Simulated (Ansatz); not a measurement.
# Electron–phonon scattering in NiGeW in the AlB2 type, part 2 of 2

The plan: relax NiGeW in the AlB2 type, check its phonons, and, if the lattice is stable, compute its Eliashberg function and ρ(T).

Ansatz 0.2.0; DFT PBE, scalar-relativistic, plane waves, PAW; PAW set soft_1.

So far, log mean phonon energy ħω_log (meV): step 7 (resistivity: q 2×2×2, k 4×4×6, scattering 8×8×12) 13.9; step 8 (k-mesh 6×6×9, scattering mesh 12×12×12, q mesh 3×3×3) 14.3; step 9 (k-mesh 6×6×9, scattering mesh 18×18×20, q mesh 3×3×3) 14.2. Also resistivity at 300 K (μΩ cm): step 7 40.5; step 8 39.1; step 9 36.9. The relaxed cell has a = 4.145, c = 2.772 Å (conventional setting).

The structure was built from a prototype and need not be the compound's stable phase.

**10. Electron–phonon run: q 3×3×3, k 9×9×9, scattering 12×12×16**

The next rung changes the k mesh of the density and its response; the scattering mesh, which samples the Fermi surface.

File input.yaml:

```yaml
crystal:
  lattice:
    - [4.1452834841, 0.0, 0.0]
    - [-2.072641742, 3.5899208031, 0.0]
    - [0.0, 0.0, 2.7718049898]
  atoms:
    - { symbol: W, position: [0.0, 0.0, 0.0] }
    - { symbol: Ge, position: [0.3333333333, 0.6666666667, 0.5] }
    - { symbol: Ni, position: [0.6666666667, 0.3333333333, 0.5] }
kpoints:
  mp_grid: { grid: [9, 9, 9] }
hamiltonian:
  xc: pbe
  pseudopotentials: { kind: paw, azcp: { folder: soft_1 } }
scf:
  occupations: { method: methfessel_paxton, width: 0.2 }
output:
  eigenvalues: true
phonons:
  method: dfpt
  qmesh: [3, 3, 3]
  temperatures: { t_max: 1000, t_step: 50 }
  qpath:
    path:
      - [[0.0, 0.0, 0.0], [0.5, 0.0, 0.0], [0.33333333, 0.33333333, 0.0], [0.0, 0.0, 0.0], [0.0, 0.0, 0.5], [0.5, 0.0, 0.5], [0.33333333, 0.33333333, 0.5], [0.0, 0.0, 0.5]]
      - [[0.5, 0.0, 0.5], [0.5, 0.0, 0.0]]
      - [[0.33333333, 0.33333333, 0.5], [0.33333333, 0.33333333, 0.0]]
    npoints: 10
  electrical_resistivity:
    mesh: [12, 12, 16]
    temperatures: [20.0, 50.0, 77.0, 100.0, 150.0, 200.0, 300.0, 400.0, 600.0, 800.0]
  superconductivity: { mesh: [12, 12, 16] }
```

The run is started by

```bash
$ ansatz run input.yaml --threads 4 --pin off --max-ram 12288MiB --backend cpu --events-out ev --progress --plain --runs-dir out
```

The job ended after 9.8 min (4 threads of AMD EPYC 9R14 (Zen 4), shared host; peak memory 5.6 GiB; 37 min of CPU time).

This step gave:

* zero point energy: 0.08671 eV/cell
* highest frequency, solved or plainly interpolated: 279.6 cm⁻¹
* resistivity at 300 K: 38.97 μΩ cm, mean of the axes
* coupling constant λ: 0.5039
* density of states at the Fermi level: 1.138 states/eV a spin and cell
* log mean phonon energy ħω_log: 14.19 meV
* transport coupling constant λ_tr: 0.5682, 0.5682, 0.5248 (xx, yy, zz)
* Drude plasma energy: 3.735, 3.735, 5.106 eV (xx, yy, zz)
* resistivity times mean free path: 14.22, 14.22, 7.555 × 10⁻¹⁶ Ω m² (xx, yy, zz)
* second-moment phonon energy ħω₂: 16.53 meV

Solved on the 3×3×3 mesh alone; all other wavevectors are interpolated. Phonon branches along the path, in cm⁻¹:

| point | branch 1 | branch 2 | branch 3 | branch 4 | branch 5 | branch 6 | branch 7 | branch 8 | branch 9 |
| --- | --- | --- | --- | --- | --- | --- | --- | --- | --- |
| Γ | 0 | 0 | 0 | 98 | 117 | 176 | 176 | 269 | 269 |
| halfway | 45 | 48 | 101 | 103 | 120 | 150 | 159 | 256 | 274 |
| M | 57 | 75 | 100 | 105 | 118 | 127 | 174 | 242 | 280 |
| halfway | 62 | 74 | 96 | 98 | 104 | 124 | 195 | 239 | 279 |
| K | 68 | 75 | 79 | 96 | 101 | 121 | 217 | 229 | 279 |
| halfway | 51 | 53 | 102 | 106 | 120 | 138 | 166 | 253 | 275 |
| Γ | 0 | 0 | 0 | 98 | 117 | 176 | 176 | 269 | 269 |
| halfway | 75 | 75 | 90 | 129 | 166 | 166 | 167 | 266 | 266 |
| A | 83 | 111 | 111 | 152 | 152 | 176 | 210 | 262 | 262 |
| halfway | 95 | 114 | 116 | 135 | 146 | 191 | 207 | 252 | 266 |
| L | 86 | 116 | 128 | 135 | 146 | 180 | 208 | 244 | 269 |
| halfway | 83 | 113 | 129 | 131 | 153 | 188 | 208 | 230 | 272 |
| H | 80 | 112 | 124 | 133 | 159 | 202 | 209 | 209 | 274 |
| halfway | 96 | 111 | 121 | 134 | 144 | 194 | 207 | 246 | 268 |
| A | 83 | 111 | 111 | 152 | 152 | 176 | 210 | 262 | 262 |
| jump to L | 86 | 116 | 128 | 135 | 146 | 180 | 208 | 244 | 269 |
| halfway | 94 | 96 | 110 | 126 | 127 | 157 | 187 | 242 | 275 |
| M | 57 | 75 | 100 | 105 | 118 | 127 | 174 | 242 | 280 |
| jump to H | 80 | 112 | 124 | 133 | 159 | 202 | 209 | 209 | 274 |
| halfway | 79 | 99 | 104 | 121 | 125 | 163 | 213 | 222 | 275 |
| K | 68 | 75 | 79 | 96 | 101 | 121 | 217 | 229 | 279 |

By its own test the run is not converged in the mesh. λ = 0.504 and 39.0 μΩ cm at 300 K, against 0.504 and 39.1 in the run with q 3×3×3, k 6×6×9, scattering 12×12×12 (+0.1 % and -0.3 %). By the run's own test λ moves by 11 % between its two finest scattering meshes.

**11. Cost and result by level**

Times are for 4 threads of AMD EPYC 9R14 (Zen 4), shared host. The runs compared:

| no. | run | resistivity at 300 K (μΩ cm, mean of the axes) | coupling constant λ | log mean phonon energy ħω_log (meV) | time | memory (GiB) |
| --- | --- | --- | --- | --- | --- | --- |
| 1 | q 2×2×2, k 4×4×6, scattering 8×8×12 | 40.53 | 0.4913 | 13.9 | 46 s | 0.68 |
| 2 | q 3×3×3, k 6×6×9, scattering 12×12×12 | 39.08 | 0.5036 | 14.28 | 6.8 min | 5.6 |
| 3 | q 3×3×3, k 6×6×9, scattering 18×18×20 | 36.86 | 0.4804 | 14.2 | 8.5 min | 5.6 |
| 4 | q 3×3×3, k 9×9×9, scattering 12×12×16 | 38.97 | 0.5039 | 14.19 | 9.8 min | 5.6 |

The runs together, line α²F. Eliashberg function α²F, α²F against phonon energy; read off at these points:

| phonon energy (meV) | q 2×2×2, k 4×4×6, scattering 8×8×12 | q 3×3×3, k 6×6×9, scattering 12×12×12 | q 3×3×3, k 6×6×9, scattering 18×18×20 | q 3×3×3, k 9×9×9, scattering 12×12×16 |
| --- | --- | --- | --- | --- |
| 2.0 | 2.8e-4 | 1.9e-4 | 3.7e-4 | 2.8e-4 |
| 4.0 | 0.00513 | 0.00340 | 0.00352 | 0.00371 |
| 6.0 | 0.0260 | 0.0139 | 0.0156 | 0.0154 |
| 8.0 | 0.0856 | 0.0597 | 0.0638 | 0.0632 |
| 10.0 | 0.127 | 0.161 | 0.150 | 0.154 |
| 10.5 | 0.0999 | 0.212 | 0.194 | 0.214 |
| 12.0 | 0.259 | 0.130 | 0.127 | 0.139 |
| 13.5 | 0.527 | 0.438 | 0.412 | 0.444 |
| 14.0 | 0.477 | 0.493 | 0.425 | 0.461 |
| 14.9 | 0.409 | 0.398 | 0.388 | 0.415 |
| 16.0 | 0.207 | 0.275 | 0.247 | 0.247 |
| 16.5 | 0.249 | 0.199 | 0.205 | 0.217 |
| 18.0 | 0.0852 | 0.0959 | 0.0850 | 0.0907 |
| 20.0 | 0.0790 | 0.136 | 0.141 | 0.152 |
| 20.6 | 0.218 | 0.209 | 0.189 | 0.208 |
| 22.0 | 0.108 | 0.132 | 0.125 | 0.133 |
| 24.0 | 0.0728 | 0.0729 | 0.0689 | 0.0690 |
| 26.0 | 0.0119 | 0.0168 | 0.0165 | 0.0162 |
| 28.0 | 0.0145 | 0.0113 | 0.0108 | 0.0114 |
| 30.0 | 0.105 | 0.119 | 0.114 | 0.120 |
| 32.0 | 0.0756 | 0.0682 | 0.0611 | 0.0654 |
| 34.0 | 0.127 | 0.125 | 0.123 | 0.123 |

**12. Summary of results**

```yaml
run: PBE, q 3×3×3, k 9×9×9, scattering 12×12×16
coupling_constant_lambda: 0.504
log_mean_phonon_energy_omega_log: 14.2 meV
states_at_the_fermi_level: 1.14 states/eV/spin/cell
resistivity_at_300_k: 46.9, 46.9, 23.1 μΩ cm (xx, yy, zz)
drude_plasma_energy: 3.73, 3.73, 5.11 eV (xx, yy, zz)
resistivity_times_mean_free_path: 14.2, 14.2, 7.55 × 10⁻¹⁶ Ω m² (xx, yy, zz)
change_between_its_two_finest_scattering_meshes: λ 11 %, resistivity at 300 K 36 %
time_of_that_run: 9.8 min
```

In words: On the last rung that gave a resistivity at the base settings (q 3×3×3, k 9×9×9, scattering 12×12×16), NiGeW in the AlB2 type has λ = 0.50 and a phonon-limited resistivity of 39.0 μΩ cm at 300 K. Across the runs of step 11 the resistivity at 300 K runs from 36.9 μΩ cm, mean of the axes (q 3×3×3, k 6×6×9, scattering 18×18×20) to 40.5 μΩ cm, mean of the axes (q 2×2×2, k 4×4×6, scattering 8×8×12), while the wall time spans a factor of 13. The coupling is moderate (λ = 0.50), so phonons raise the electrons' mass at the Fermi surface by about 50 %. At 800 K the mean free path from ρℓ/ρ falls to about 1.0 nm in the direction where it is shortest, a few atomic spacings, where real metals begin to saturate below the Boltzmann values. By the run's own test λ moves by 11 % between the two scattering meshes. Values of ρ(T) under 50 K rest on the softest modes, mostly interpolated ones, and are the least sure of the table. The high-temperature form ρ = 2π k_B T λ_tr/(ħ ε₀ ω_p²) gives 49.2 μΩ cm along x at 300 K, against 46.9 from the Boltzmann equation. Conduction is anisotropic: the resistivity differs by a factor of 2.0 between the axes. By their share in the modes' patterns, W atoms take 45 % of λ. The three lowest branches give 51 % of λ. By the run's own test, which takes the component that moves most, the resistivity at 300 K moves by 36 % between its two finest scattering meshes, so it is not converged. In the run quoted no mode is imaginary at the wavevectors of the 3×3×3 mesh; wavevectors off that mesh are interpolated. Only scattering by harmonic phonons counts; impurities, grain boundaries and thermal expansion are left out. Spin–orbit coupling, left out here, matters for W. The phonon runs are not spin-polarised. The structure was built by hand as an ordered model, and its stability against other phases was not tested.

[Logs are printed without paths, hosts, clocks, repeated set-up lines and the standing remarks that a program may print on its own settings, such as how far it seeks lower states.]

[Hosts, paths, dates, database ids (printed as entryN), source tags and the programs' standing remarks are cut or masked in the printed files.]
